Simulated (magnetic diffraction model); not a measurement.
## Solving a magnetic structure from powder neutron data: Ta5CoB5Rh4

Space group Pmmn (no. 59, origin choice 1), a = 3.3330 Å, b = 17.4410 Å, c = 5.9850 Å.

```csv
site,atom,x,y,z
2b,Ta,1/2,0,0.3563
4e,Ta,1/2,0.8768,0.9793
4e,Ta,1/2,0.8196,0.4712
4e,Rh,1/2,0.5681,0.3543
4e,Rh,1/2,0.7270,0.8650
2a,Co,1/2,1/2,0.9954
2b,B,1/2,0,0.7746
4e,B,1/2,0.6041,0.7271
4e,B,1/2,0.7008,0.2356
```

This is a made-up structure (elements placed in a structure type, unrelaxed), so the numbers test the method and describe no known phase.

Only Co is taken to order (form factors of Co2+); orders and moment sizes are assumed, and not adapted to the symmetry. Radiation: neutrons of λ = 2.0775 Å (absorption by B left out), 8° to 55°; isotropic B of 0.43 Å² (Ta), 0.6 Å² (Rh), 0.67 Å² (Co) and 0.93 Å² (B). The intensities are simulated: I ∝ L Σ (|F_N|² + |F_M⊥|²) for unpolarised neutrons, with F_M = 2.695 fm/μB × Σ f(s) S exp(2πi Q·r) exp(−B s²) at Q = H ± k (one set where k and −k are equivalent), only the part normal to Q counting and L = 1/(sin²θ cos θ). For collinear order S is the moment m, which repeats by lattice and centring translations R with the sign exp(−2πi k·R). Form factors are spin-only for 3d ions and dipole or tabulated for f ions, scattering lengths are Sears's of 1992, and absorption is left out. A label names one of the reflections at its angle. The strongest nuclear line in the range is 100, and lines under 0.2 are left out.

Above the ordering temperature:

| 2θ (°) | index | I |
| --- | --- | --- |
| 13.68 | (0 2 0) | 27.5 |
| 19.99 | (0 0 1) | 0.8 |
| 21.15 | (0 1 1) | 9.1 |
| 24.30 | (0 2 1) | 45.2 |
| 27.56 | (0 4 0) | 0.6 |
| 28.85 | (0 3 1) | 9.2 |
| 34.28 | (0 4 1) | 8.5 |
| 37.00 | (1 1 0) | 1.8 |
| 40.32 | (0 5 1) | 23.8 |
| 40.62 | (0 0 2) | 2.1 |
| 41.24 | (0 1 2) | 8.4 |
| 41.80 | (1 0 1) | 1.2 |
| 41.88 | (0 6 0) | 4.2 |
| 42.11 | (1 3 0) | 0.4 |
| 42.41 | (1 1 1) | 21.8 |
| 43.06 | (0 2 2) | 26.4 |
| 44.18 | (1 2 1) | 3.9 |
| 46.81 | (0 6 1) | 62.7 |
| 47.03 | (1 3 1) | 10.2 |
| 49.80 | (0 4 2) | 100.0 |
| 50.80 | (1 4 1) | 22.6 |
| 51.07 | (1 5 0) | 33.9 |
(The table stops after 22 lines; 2 more lie at higher angle.)

Below it (cell unchanged):

```
2θ (°)      I
 13.68   27.5
 19.99    0.8
 20.84   81.6
 21.15    9.1
 23.01   44.9
 24.30   45.2
 26.87   35.4
 27.56    0.6
 28.85    9.2
 31.85   10.4
 34.28    8.5
 35.50   21.7
 36.88   17.1
 37.00    1.8
 37.56   10.5
 39.51   14.7
 40.32   23.8
 40.62    2.1
 41.24    8.4
 41.80    1.2
 41.88    4.2
 42.11    0.4
 42.41   21.8
 43.06   26.4
 43.20    8.1
 43.80    2.6
 44.18    3.9
 46.81   62.7
 47.03   10.2
 47.76    6.8
 49.80  100.0
 50.46    3.4
 50.80   22.6
 51.07   33.9
 53.04    3.1
 53.69   23.7
```
(The table stops after 36 lines; 1 more lie at higher angle.)

**Question.** Find the propagation vector, then choose among these models:
A. collinear moments along [111], 2.45 μB on Co; signs + at (1/2, 1/2, 0.9954), + at (0, 0, 0.0046)
B. collinear moments along [100], 2.45 μB on Co; signs + at (1/2, 1/2, 0.9954), − at (0, 0, 0.0046)
C. collinear moments along [100], 2.45 μB on Co; signs + at (1/2, 1/2, 0.9954), + at (0, 0, 0.0046)
D. collinear moments along [111], 2.45 μB on Co; signs + at (1/2, 1/2, 0.9954), − at (0, 0, 0.0046)

The new lines index as (1/2 -1/2 1/2) at 20.84°, (1/2 3/2 1/2) at 23.01°, (1/2 -5/2 1/2) at 26.87° and (1/2 7/2 1/2) at 31.85°, that is as H ± k with k = (1/2 1/2 1/2). Half indices mean that the moments reverse under translations with k·R a half-integer, and the magnetic cell has twice the primitive volume.

Magnetic intensity, observed (below minus above) and for each model:

| 2θ (°) | index | observed | A | B | C | D |
| --- | --- | --- | --- | --- | --- | --- |
| 20.84 | (1/2 -1/2 1/2) | 81.6 | 73.8 | 21.5 | 21.5 | 81.6 |
| 23.01 | (1/2 3/2 1/2) | 44.9 | 60.4 | 26.1 | 26.1 | 44.9 |
| 26.87 | (1/2 -5/2 1/2) | 35.4 | 22.1 | 25.7 | 25.7 | 35.4 |
| 31.85 | (1/2 7/2 1/2) | 10.4 | 19.2 | 20.9 | 20.9 | 10.4 |
| 35.50 | (1/2 -1/2 3/2) | 21.7 | 20.9 | 17.3 | 17.3 | 21.7 |
| 37.56 | (1/2 -9/2 1/2) | 10.5 | 5.1 | 15.5 | 15.5 | 10.5 |
| 43.80 | (1/2 11/2 1/2) | 2.6 | 5.9 | 10.9 | 10.9 | 2.6 |
| 50.46 | (1/2 -13/2 1/2) | 3.4 | 1.5 | 7.6 | 7.6 | 3.4 |

Model D matches.

The structure used: k = (1/2 1/2 1/2), collinear moments along [111], 2.45 μB on Co; signs + at (1/2, 1/2, 0.9954), − at (0, 0, 0.0046).

[Logs are printed without paths, hosts, clocks, repeated set-up lines and the standing remarks that a program may print on its own settings, such as how far it seeks lower states.]
